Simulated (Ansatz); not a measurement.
## Te2Pb (model cell, started as rutile): following an unstable mode

Aim: this structure of Te2Pb (model cell, started as rutile) is to be tested for unstable modes, and one is followed downhill.

Program: Ansatz 0.2.0. Level of theory: DFT PBEsol, scalar-relativistic, plane waves, PAW. Values are calculated unless marked as measured.

The structure was built from a prototype and need not be the compound's stable phase.

## (1) The starting structure

Symmetry: P4_2/mnm, No. 136, tetragonal system. The conventional cell has a = 6.284 Å, b = 6.284 Å, c = 5.731 Å, α = 90.00°, β = 90.00°, γ = 90.00°. Nearest to Pb lie 6 Te at 3.01 to 3.20 Å. Nearest to Te lie 1 Te at 2.86 Å and 3 Pb at 3.01 to 3.20 Å. Farther neighbours, and contacts between anions beyond the nearest, are not listed.

Structure file:

```cif
data_structure
_symmetry_space_group_name_H-M 'P4_2/mnm'
_symmetry_Int_Tables_number 136
_cell_length_a 6.2837
_cell_length_b 6.2837
_cell_length_c 5.7309
_cell_angle_alpha 90.000
_cell_angle_beta 90.000
_cell_angle_gamma 90.000
_cell_volume 226.29
loop_
_atom_site_label
_atom_site_type_symbol
_atom_site_symmetry_multiplicity
_atom_site_Wyckoff_symbol
_atom_site_fract_x
_atom_site_fract_y
_atom_site_fract_z
_atom_site_occupancy
Pb1 Pb 2 a 0.00000 0.00000 0.00000 1
Te1 Te 4 f 0.33912 0.33912 0.00000 1
```

## (2) Zone-centre response

The zone centre is the only wavevector solved here; it holds the modes that light can see. No field response is asked, since the mesh shows no gap.

Input file input.yaml:

```yaml
crystal:
  lattice:
    - [6.2837440113, 0.0, 0.0]
    - [0.0, 6.2837440113, 0.0]
    - [0.0, 0.0, 5.7309201388]
  atoms:
    - { symbol: Pb, position: [0.0, 0.0, 0.0] }
    - { symbol: Pb, position: [0.5, 0.5, 0.5] }
    - { symbol: Te, position: [0.3391187516, 0.3391187516, 0.0] }
    - { symbol: Te, position: [0.6608812484, 0.6608812484, 0.0] }
    - { symbol: Te, position: [0.8391187516, 0.1608812484, 0.5] }
    - { symbol: Te, position: [0.1608812484, 0.8391187516, 0.5] }
kpoints:
  mp_grid: { grid: [6, 6, 8] }
hamiltonian:
  xc: pbesol
scf:
  occupations: { method: methfessel_paxton, width: 0.2 }
output:
  eigenvalues: true
phonons:
  method: dfpt
```

Run with:

```bash
$ ansatz run input.yaml --threads 8 --pin off --max-ram 14336MiB --backend cpu --events-out ev --progress --plain --runs-dir out
```

Output:

```text
zone centre: on kpoints.mp_grid the ground state, and the responses unless they are solved on pairs of k-points, stand on 100 of the mesh's 288 k-points, reduced under 2 symmetry operations, with k and −k counted as one. Each operation leaves every solved displacement unchanged or reverses it
Engine: ansatz 0.2.0, aarch64-unknown-linux-gnu
Pseudopotentials: kind: paw
Pseudopotential: Pb, paw, valence charge 14, recommended cutoff 420 eV (normal), Pb.paw.azcp
Pseudopotential: Te, paw, valence charge 16, recommended cutoff 420 eV (normal), Te.paw.azcp
Functional definition: PBEsol
  exchange = pbesol_x
  correlation = pbesol_c
Crystal: 6 atoms, lattice volume = 226.288 Å³
Basis set: ecut = 420 eV, 4431 PW (Γ), exchange–correlation on 96×96×80 points (8 copies of the dense FFT grid, shifted against one another)
Bands: 56, of which v1, the nominal top of the filled ones, is band 46 counted from 1 (45 counted from 0)
Symmetry: 16 space group operations
k-points: 100 of 288 (irreducible under 2 space group operations, time reversal used)
Non-local potential: Pb, projectors of the file, l = 0: 2, l = 1: 2, l = 2: 2, l = 3: 2
Non-local potential: Te, projectors of the file, l = 0: 2, l = 1: 2, l = 2: 2, l = 3: 2
PAW form: soft (Blöchl's): semilocal exchange-correlation on the pseudo side does not see the compensation charge
PAW frozen core: Pb, regenerated for the run's functional, and the local potential with it (the file was generated under x = pbe(κ = 0.804, μ = 0.219515), c = pbe(β = 0.066725))
PAW frozen core: Te, regenerated for the run's functional, and the local potential with it (the file was generated under x = pbe(κ = 0.804, μ = 0.219515), c = pbe(β = 0.066725))
PAW one-centre angular grid: Pb, 590 points (default); XC on 64 Gauss nodes
PAW one-centre angular grid: Te, 590 points (default); XC on 64 Gauss nodes
Initial density: superposition of atomic densities (neutral atoms: chi_scale 0, normalization atom), corrected by the library's trained network
Initial wavefunctions: pseudopotential atomic-orbital guess
Functional: x = pbesol(κ = 0.804, μ = 0.123457), c = pbesol(β = 0.046)
SCF iter   1: F=—  HF=-51114.925583 eV  |F-HF|=—  |Δ(HF+E_count)|=         —  Δρ=2.47e-3  dr2=2.61e-2  ethr=1.77e-3  ⟨swp⟩=7.7  Hψ=23162  notcnv=0
preconditioner: auto → LDOS  [metal: Δε(μ)=0.022 eV  Ē_g=12.902 eV  σ=0.200 eV  W_gap=0.09  n_scr=48 (ndim 8)  ℏωp=17.8 eV  f_vac=0.043  D(μ)=7.25/eV (n_scr^D=48)  β→1.0]
SCF iter   2: F=—  HF=-51114.919351 eV  |F-HF|=—  |Δ(HF+E_count)|=   6.23e-3  S|Δr|=    0.00e0  Δρ=1.71e-3  dr2=9.45e-3  ethr=2.84e-5  ⟨swp⟩=2.0  Hψ=11152  notcnv=0
SCF iter   3: F=—  HF=-51114.916894 eV  |F-HF|=—  |Δ(HF+E_count)|=   2.46e-3  S|Δr|=    0.00e0  Δρ=6.23e-4  dr2=1.35e-3  ethr=1.03e-5  ⟨swp⟩=2.0  Hψ=9888  notcnv=0
SCF iter   4: F=—  HF=-51114.916552 eV  |F-HF|=—  |Δ(HF+E_count)|=   3.42e-4  S|Δr|=    0.00e0  Δρ=1.52e-4  dr2=1.07e-4  ethr=1.47e-6  ⟨swp⟩=2.0  Hψ=9888  notcnv=0
SCF iter   5: F=—  HF=-51114.916531 eV  |F-HF|=—  |Δ(HF+E_count)|=   2.15e-5  S|Δr|=    0.00e0  Δρ=4.57e-5  dr2=7.80e-6  ethr=1.17e-7  ⟨swp⟩=2.0  Hψ=6884  notcnv=0
SCF iter   6: F=—  HF=-51114.916494 eV  |F-HF|=—  |Δ(HF+E_count)|=   3.69e-5  S|Δr|=    0.00e0  Δρ=1.35e-5  dr2=5.04e-7  ethr=8.48e-9  ⟨swp⟩=3.0  Hψ=10377  notcnv=0
SCF iter   7: F=—  HF=-51114.916494 eV  |F-HF|=—  |Δ(HF+E_count)|=   1.08e-7  S|Δr|=    0.00e0  Δρ=3.20e-6  dr2=3.42e-8  ethr=5.48e-10  ⟨swp⟩=2.0  Hψ=9888  notcnv=0
SCF iter   8: F=—  HF=-51114.916494 eV  |F-HF|=—  |Δ(HF+E_count)|=   1.65e-8  S|Δr|=    0.00e0  Δρ=6.89e-7  dr2=1.48e-9  ethr=3.71e-11  ⟨swp⟩=2.0  Hψ=6847  notcnv=0
SCF iter   9: F=—  HF=-51114.916494 eV  |F-HF|=—  |Δ(HF+E_count)|=  2.18e-11  S|Δr|=    0.00e0  Δρ=2.99e-7  dr2=2.09e-10  ethr=1.61e-12  ⟨swp⟩=2.0  Hψ=7944  notcnv=0
SCF iter  10: F=-51114.916494 eV  HF=-51114.916494 eV  |F-HF|=1.46e-11  |Δ(HF+E_count)|=  3.64e-11  S|Δr|=    0.00e0  Δρ=4.87e-8  dr2=3.73e-12  ethr=1.00e-12  ⟨swp⟩=11.1  Hψ=35201  notcnv=0
SCF 1 converged in 10 iterations: F = -51114.916494 eV  dr2 = 3.73e-12
  greatest PAW one-centre occupation: 0.998 electrons in one spin orbital (limit 2), on the Te atom at site 5 (counted from 0), in its partial waves of l = 2
DFPT response loops at Γ: preconditioner auto → Kerker (q_TF=auto, 2.348 Å⁻¹) (partly filled bands, converged f_vac=0.029); β = 1.00, the filter's whole step (`scf.mixing.beta` (0.50) is not read by the response loops under this deck's `scf.mixing.preconditioner`; to damp them name `kerker` or `kerker_dos`, under which they read `scf.mixing.beta`, and type it under 1.00, their step now; both keys bind the ground state too); Broyden in place of MSR1
SCF converged after 10 iterations
Stability not checked: this state was not tested for a lower state beside it, because cold or Methfessel-Paxton smearing, or corrected tetrahedra, fill the levels in a way that the test cannot read (fill_not_monotonic; see scf.lower_state_search)
Free energy (F): -51114.916494 eV
Harris-Foulkes:  -51114.916494 eV  (|F-HF|=1.46e-11)
Internal energy: -51114.908362 eV  (E = F + TS)
E sigma→0 (E₀):  -51114.914461 eV
Entropy (-TS):   -0.008132 eV (-1.355 meV/atom)
Fermi energy:    6.831732 eV
--- Per-component energies (eV) ---
  E_band       = -1314.585157
  E_kinetic    = 1298.933475
  E_local      = -8381.487529  (includes V_loc(G=0)·N_el)
  E_nonlocal   = -526.948199
  E_hartree    = 4582.394310
  E_xc         = -929.604153
  E_vxc        = -679.451704  (∫ρ·V_xc dr)
  E_paw        = -38849.450146  (= ΣΔE_a)
  E_vpaw       = -2190.419104  (= ΣTr[D̂ρ^β])
  E_aug_tail   = -0.000602  (compensation charges beyond the density's cutoff)
  E_ewald      = -8310.369012
  E_core_change = 1.623494  (= ΣΔE_core)
  E_smearing   = -0.008132  (= −TS)
  E_closure    = 0.000000  (closes the sum)
  Σ components = -51114.916494   (vs F -51114.916494, Δ=0.00e0)
--- Band table (eV; the first three rows and the last of 100) ---
  k-point 0: bands = [... 42 lower, 5.0031, 6.1586, 6.1586, 6.5588, 6.5588, 6.9719, 7.9987, 7.9987, ... 6 higher]
  k-point 1: bands = [... 42 lower, 5.0553, 5.7123, 5.7123, 6.6771, 6.6771, 6.8537, 8.3549, 8.3549, ... 6 higher]
  k-point 2: bands = [... 42 lower, 5.2216, 5.2216, 5.5108, 6.4731, 6.4731, 6.5518, 9.0900, 9.2061, ... 6 higher]
  k-point 99: bands = [... 42 lower, 6.3343, 6.3343, 6.4303, 6.4303, 7.0256, 7.0256, 9.2349, 9.2349, ... 6 higher]
--- Phonons (Γ-DFPT): 4 representative perturbations + reference, on 100 of 288 k-points (Σ response iterations 12) ---
  k mesh reduced under 2 symmetry operations, with k and −k counted as one. Each operation leaves every solved displacement unchanged or reverses it
  ASR residual: 1.634e-4 → 0.000e0 eV/Å²; symmetrization residual: 4.799e-5 eV/Å²
  ASR residual per site (eV/Å²): 9.69e-5 9.69e-5 1.63e-4 1.63e-4 1.63e-4 1.63e-4
  Γ frequencies (cm⁻¹): -62.45 -57.05 -31.48 -31.48 -26.29 0.00 0.00 0.00 44.61 44.61 45.21 70.77 70.77 75.75 114.88 114.88 137.73 148.52
  non-analytic LO–TO correction: not included (Born effective charges unavailable; polar crystals: no LO–TO splitting at Γ)
```

Elapsed: 1.8 min, on 8 threads of Arm Neoverse V2, shared host; peak memory 4.2 GiB.

The column dr2 measures how far the density is from self-consistency, as an energy; F and HF (Harris–Foulkes) agree once it is small.

Numbers from this step:

```yaml
volume_per_atom: 37.71 Å³
gap_on_the_k_mesh: 0 eV
sum_rule_residual_before_enforcement: 1.63e-4 eV/Å²
point_group: 4/mmm
highest_optical_mode_at_the_zone_centre_no_lo_to_term: 148.5 cm⁻¹
lowest_optical_zone_centre_mode: -62.45 cm⁻¹
```

Patterns of degenerate modes are one choice out of their space. The modes at Γ (shares of kinetic energy by element, %) (negative means imaginary):

```tsv
mode	frequency (cm⁻¹)	symmetry	Pb %	Te %
1	-62.5	A2g	0	100
2	-57.0	B1g	0	100
3	-31.5	Eu	29	71
4	-31.5	Eu	29	71
5	-26.3	B1u	78	22
6	0.0	acoustic	45	55
7	0.0	acoustic	45	55
8	0.0	acoustic	45	55
9	44.6	Eu	79	21
10	44.6	Eu	79	21
11	45.2	A2u	55	45
12	70.8	Eg	0	100
13	70.8	Eg	0	100
14	75.8	B1u	22	78
15	114.9	Eu	48	52
16	114.9	Eu	48	52
17	137.7	B2g	0	100
18	148.5	A1g	0	100
```

Displacements in mode 1 (-62.5 cm⁻¹), the largest set to 1:
```
Pb1  0.00  0.00  0.00
Pb2  0.00  0.00  0.00
Te3 -1.00  1.00  0.00
Te4  1.00 -1.00  0.00
Te5  1.00  1.00  0.00
Te6 -1.00 -1.00  0.00
```

Displacements in mode 3 (-31.5 cm⁻¹), the largest set to 1:
```
Pb1  0.72 -0.52  0.00
Pb2  0.50 -0.03  0.00
Te3 -0.84  1.00  0.00
Te4 -0.84  1.00  0.00
Te5 -0.15 -0.56  0.00
Te6 -0.15 -0.56  0.00
```

Before it was imposed, the acoustic sum rule was missed by 1.6e-4 eV/Å². Small misses are needed for a sound result but don't prove that mesh and cutoff are converged. The lowest optical mode is imaginary, 62.5i cm⁻¹, so the energy falls along it.

## (3) The mode frozen in, largest atomic shift 0 Å

The mode followed lies at Γ with frequency 62.5i cm⁻¹, the softest among the wavevectors solved. At small amplitude the pattern taken leaves space group no. 84 by a symmetry search on the positions. The undistorted cell that holds it gives the zero of energy on the same k mesh.

Changes to input.yaml since step 2:

```diff
@@ -19,4 +19,4 @@
 output:
+  forces: true
+  stress: true
   eigenvalues: true
-phonons:
-  method: dfpt
```

Output:

```text
[...]
Crystal: 6 atoms, lattice volume = 226.288 Å³
Basis set: ecut = 420 eV, 4431 PW (Γ), exchange–correlation on 90×90×80 points (8 copies of the dense FFT grid, shifted against one another)
Bands: 56, of which v1, the nominal top of the filled ones, is band 46 counted from 1 (45 counted from 0)
Symmetry: 16 space group operations
[...]
k-points: 50 of 288
[...]
k-point 0: bands = [... 42 lower, 5.0031, 6.1586, 6.1586, 6.5588, 6.5588, 6.9720, 7.9988, 7.9988, ... 6 higher]
  k-point 1: bands = [... 42 lower, 5.0553, 5.7124, 5.7124, 6.6771, 6.6771, 6.8537, 8.3550, 8.3550, ... 6 higher]
  k-point 2: bands = [... 42 lower, 5.2217, 5.2217, 5.5108, 6.4731, 6.4731, 6.5518, 9.0900, 9.2061, ... 6 higher]
  k-point 49: bands = [... 42 lower, 6.3343, 6.3343, 6.4303, 6.4303, 7.0256, 7.0256, 9.2349, 9.2349, ... 6 higher]
[key lines of the parts left out:]
SCF converged after 7 iterations
Free energy (F): -51114.916494 eV
Fermi energy:    6.831760 eV
P = ⅓ Tr σ = 0.0025 GPa (0.025 kbar)
```

Elapsed: 5 s, on 8 threads; peak memory 1.1 GiB; 38 s of CPU time.

This step gave:

```
pressure                         : 0.002470 GPa
energy from the undistorted cell : 0 meV/atom
```

The run ends at a pressure of 0.00 GPa, with forces up to 4.7e-4 eV/Å.

## (4) The mode frozen in, largest atomic shift 0.45 Å

The atoms are moved along the unstable eigenvector, the largest shift by 0.45 Å, with the cell fixed.

input.yaml, the sections that differ from step 3:

```yaml
crystal:
  lattice:
    - [6.2837440113, 0.0, 0.0]
    - [0.0, 6.2837440113, 0.0]
    - [0.0, 0.0, 5.7309201388]
  atoms:
    - { symbol: Pb, position: [0.0, 0.0, 0.0] }
    - { symbol: Pb, position: [0.5, 0.5, 0.5] }
    - { symbol: Te, position: [0.2884804616, 0.3897570416, 0.0] }
    - { symbol: Te, position: [0.7115195384, 0.6102429584, 0.0] }
    - { symbol: Te, position: [0.8897570416, 0.2115195384, 0.5] }
    - { symbol: Te, position: [0.1102429584, 0.7884804616, 0.5] }
# kpoints, hamiltonian, scf, output: as in step 3
```

Output:

```text
[...]
Crystal: 6 atoms, lattice volume = 226.288 Å³
Basis set: ecut = 420 eV, 4431 PW (Γ), exchange–correlation on 90×90×80 points (8 copies of the dense FFT grid, shifted against one another)
Bands: 56, of which v1, the nominal top of the filled ones, is band 46 counted from 1 (45 counted from 0)
Symmetry: 8 space group operations
[...]
k-points: 55 of 288
[...]
k-point 0: bands = [... 42 lower, 6.0847, 6.1065, 6.1065, 6.2249, 6.6755, 6.6755, 8.5084, 8.5084, ... 6 higher]
  k-point 1: bands = [... 42 lower, 5.8245, 5.8245, 6.0568, 6.1681, 7.0249, 7.0249, 8.5743, 8.5743, ... 6 higher]
  k-point 2: bands = [... 42 lower, 5.6909, 5.6909, 6.1798, 6.2298, 7.1515, 7.1515, 9.0106, 9.0106, ... 6 higher]
  k-point 54: bands = [... 42 lower, 6.5028, 6.5028, 6.9651, 6.9651, 7.1407, 7.1407, 9.3990, 9.3990, ... 6 higher]
[key lines of the parts left out:]
SCF converged after 7 iterations
Free energy (F): -51115.263633 eV
Fermi energy:    6.933779 eV
P = ⅓ Tr σ = -0.7832 GPa (-7.832 kbar)
```

Wall time 5.5 s (8 threads); peak memory 1.2 GiB.

Numbers from this step:

```
pressure                         : -0.7832 GPa
energy from the undistorted cell : -58.31 meV/atom
```

The energy, extrapolated to zero smearing, is -58.31 meV/atom against the undistorted cell.

The run ends at a pressure of -0.78 GPa, with forces up to 0.59 eV/Å.

## (5) Energy along the mode, all amplitudes (two of the runs are shown above)

An imaginary frequency means negative curvature, so the energy should fall and then rise again as anharmonic terms take over.

This step gave:

| Item | Value |
| --- | --- |
| depth at the lowest point sampled | 58.31 meV/atom |
| largest atomic shift at that point | 0.45 Å |

Energy from the parent against largest atomic shift:

```tsv
largest atomic shift (Å)	energy from the parent (meV/atom)
0.000	0
0.040	-1.02
0.080	-4.06
0.140	-12.1
0.220	-26.6
0.320	-44.9
0.450	-58.3
0.600	-54.0
```

Displacement at unit largest shift by atom:

```tsv
atom	x (Å)	y (Å)	z (Å)	size
Pb1	0.000	0.000	0.000	0.000
Pb2	0.000	0.000	0.000	0.000
Te3	-0.707	0.707	0.000	1.000
Te4	0.707	-0.707	0.000	1.000
Te5	0.707	0.707	0.000	1.000
Te6	-0.707	-0.707	0.000	1.000
```

The lowest step is at 0.45 Å, 58.3 meV/atom below the parent, and the energy rises beyond it.

(Continued in part 2 of 2.)

[Long decimals in the printed logs are rounded to 6 places.]

[Logs are printed without paths, hosts, clocks, repeated set-up lines and the standing remarks that a program may print on its own settings, such as how far it seeks lower states.]

[Hosts, paths, dates, database ids (printed as entryN), source tags and the programs' standing remarks are cut or masked in the printed files.]

[Where the starting crystal was built by hand or by swapping elements, it need not be the compound's stable phase.]
